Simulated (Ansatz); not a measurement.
Rows from a G0W0 calculation on BaTiO3 (Barioperovskite) (Ansatz 0.2.0; G0W0 on LDA, plane waves, PAW; PAW set soft_1; 4×4×4 mesh, 268 empty bands, screening to 150 eV, PAW set soft_1 files), in eV. Spin-orbit coupling is left out.

```tsv
row	Σx	Σc	Vxc	Z
A	-14.70	-7.92	-23.95	0.66
B	-25.97	4.30	-21.45	0.72
C	-12.76	-6.46	-20.57	0.73
D	-12.63	-6.57	-20.57	0.73
E	-25.75	4.64	-20.90	0.71
F	-14.67	-7.85	-23.85	0.67
```

**Question.** Which rows are filled states and which are empty ones, and how can one tell?

Filled: B and E. Empty: A, C, D and F. The sign of Σc tells: for a filled state bare exchange, which holds its interaction with itself, lies below Vxc (Σx − Vxc is -4.5 eV or lower here) and screening gives part back as a positive Σc. For an empty state Σx lies above Vxc (+7.8 eV or more) and the Coulomb hole leaves Σc negative.

[Paths, hosts, dates, memory and timing lines, banners, echoed tables and standing remarks are left out of the program output.]

[Logs are printed without paths, hosts, clocks, repeated set-up lines and the standing remarks that a program may print on its own settings, such as how far it seeks lower states.]

[Runs of the session that timed out or met a known fault of the program may be left out.]

[Cells called generated may have been cut or substituted from an entry of the Crystallography Open Database or the Materials Project.]

[Hosts, paths, dates, database ids (printed as entryN), source tags and the programs' standing remarks are cut or masked in the printed files.]
